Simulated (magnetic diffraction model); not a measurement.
# Er₃CuSiSe₇: the ordered moment from one line

Space group P6_3 (no. 173), a = 10.5690 Å, c = 5.9780 Å.

| site | atom | x | y | z |
| --- | --- | --- | --- | --- |
| 6c | Er | 0.7668 | 0.1209 | 0.2447 |
| 6c | Se | 0.2542 | 0.1645 | 0.7381 |
| 6c | Se | 0.4136 | 0.5207 | 0.4720 |
| 2b | Se | 2/3 | 1/3 | 0.4635 |
| 2a | Cu | 0 | 0 | 0.7259 |
| 2b | Si | 2/3 | 1/3 | 0.8360 |

This is a made-up structure (elements placed in a structure type, unrelaxed), so the numbers test the method and describe no known phase.

Only Er is taken to order (form factors of Er3+); orders and moment sizes are assumed, and not adapted to the symmetry. Radiation: neutrons of λ = 2.567 Å, 8° to 50°; isotropic B of 0.16 Å² (Er), 0.14 Å² (Se), 0.18 Å² (Cu) and 0.25 Å² (Si). Simulated constant-wavelength pattern: nuclear and magnetic terms add, the magnetic one as |2.695 fm × Σ f S⊥ exp(2πi Q·r) exp(−B s²)|², summed over all Q at one angle with the factor 1/(sin²θ cos θ). For collinear order S is the moment m, which repeats by lattice and centring translations R with the sign exp(−2πi k·R). Free-ion form factors, Sears's scattering lengths of 1992, no absorption; a label names one of the reflections at its angle. The strongest nuclear line in the range is 100, and lines under 0.2 are left out.

In a first state the assumed order is k = (0 0 0), collinear moments along [120], 7.9 μB on Er; signs + at (0.7668, 0.1209, 0.2447), + at (0.8791, 0.6459, 0.2447), − at (0.3541, 0.2332, 0.2447), + at (0.6459, 0.7668, 0.7447), − at (0.2332, 0.8791, 0.7447), − at (0.1209, 0.3541, 0.7447), with this pattern:

| 2θ (°) | index | nuclear | magnetic |
| --- | --- | --- | --- |
| 16.12 | (1 0 0) | 100.0 | 2334.1 |
| 24.80 | (0 0 1) | 0.0 | 204.6 |
| 28.11 | (1 1 0) | 42.3 | 166.0 |
| 29.72 | (1 0 1) | 52.8 | 937.5 |
| 32.58 | (2 0 0) | 6.3 | 7.9 |
| 37.83 | (1 1 1) | 62.7 | 855.6 |
| 41.37 | (2 0 1) | 28.3 | 286.7 |
| 43.55 | (2 1 0) | 47.9 | 409.2 |
| 49.76 | (3 -3 0) | 0.3 | 162.9 |

**Question.** Nearer the ordering temperature the line at 16.12° has total intensity 1243.7 on the same scale, and all moments have shrunk alike. How large is the Er moment?

The nuclear part, 100.0, stays, so the magnetic part is 1143.7 against 2334.1. It goes as m², so m = 7.9 × √(1143.7/2334.1) = 5.53 μB; the value used was 5.53 μB.
